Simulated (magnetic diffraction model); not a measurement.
# Moment size from magnetic intensity in KCeTiSe4

Space group P2_1 (no. 4), a = 6.8550 Å, b = 6.9470 Å, c = 9.1720 Å, β = 107.84°.

| site | atom | x | y | z |
| --- | --- | --- | --- | --- |
| 2a | Ce | 0.2681 | 0.2902 | 0.4436 |
| 2a | Se | 0.5058 | 0.5357 | 0.2870 |
| 2a | Se | 0.5335 | 0.5137 | 0.7293 |
| 2a | Se | 0.0656 | 0.6872 | 0.4229 |
| 2a | Se | 0.0869 | 0.7529 | 0.8518 |
| 2a | Ti | 0.2900 | 0.7562 | 0.6802 |
| 2a | K | 0.7591 | 0.7757 | 0.0665 |

The compound is invented for this exercise: a known structure type with other elements, its cell scaled to their sizes and not relaxed.

Only Ce is taken to order (form factors of Ce3+); orders and moment sizes are assumed, and not adapted to the symmetry. Radiation: neutrons of λ = 2.41 Å, 3° to 35°; isotropic B of 0.55 Å² (Ce), 0.7 Å² (Se), 0.81 Å² (Ti) and 0.77 Å² (K). The intensities are simulated: I ∝ L Σ (|F_N|² + |F_M⊥|²) for unpolarised neutrons, with F_M = 2.695 fm/μB × Σ f(s) S exp(2πi Q·r) exp(−B s²) at Q = H ± k (one set where k and −k are equivalent), only the part normal to Q counting and L = 1/(sin²θ cos θ). For a modulated order the moment at position r is S exp(−2πi k·r) + c.c., with S = m/2 for a sine wave of amplitude m and S = m(u + iv)/2 for moments turning in a plane, u and v being orthogonal unit vectors in it; the phase factor of the sum at Q = H + k is then exp(2πi H·r). Form factors are spin-only for 3d ions and dipole or tabulated for f ions, scattering lengths are Sears's of 1992, and absorption is left out. A label names one of the reflections at its angle. The strongest nuclear line in the range is 100, and lines under 0.2 are left out.

In a first state the assumed order is k = (0 1/4 0), moments turning in the plane of [100] and [001], 1.3 μB on Ce; signs + at (0.2681, 0.2902, 0.4436), + at (0.7319, 0.7902, 0.5564), with this pattern:

```
2θ (°)       index  nuclear  magnetic
  4.97   (0 1/4 0)      0.0     223.2
 15.87     (0 0 1)     86.7       0.0
 16.64   (0 1/4 1)      0.0      18.8
 21.28     (1 0 0)      2.6       0.0
 21.87   (0 3/4 1)      0.0       2.0
 22.34    (1 0 -1)     22.9       0.0
 22.90  (1 1/4 -1)      0.0       2.2
 25.61     (0 1 1)      7.7       0.0
 26.11   (1 3/4 0)      0.0      10.3
 26.99  (1 3/4 -1)      0.0       7.6
 29.35     (1 1 0)     51.3       0.0
 29.79   (0 5/4 1)      0.0       1.2
 30.14    (1 1 -1)    100.0       0.0
 30.41     (1 0 1)      3.8       0.0
 30.83   (1 1/4 1)      0.0       0.3
 32.05     (0 0 2)     16.8       0.0
```
(The table stops after 16 lines; 6 more lie at higher angle.)

**Question.** Nearer the ordering temperature the line at 4.97° has total intensity 109.4 on the same scale, and all moments have shrunk alike. How large is the Ce moment?

The nuclear part, 0.0, stays, so the magnetic part is 109.4 against 223.2. It goes as m², so m = 1.3 × √(109.4/223.2) = 0.91 μB; the value used was 0.91 μB.

[Logs are printed without paths, hosts, clocks, repeated set-up lines and the standing remarks that a program may print on its own settings, such as how far it seeks lower states.]
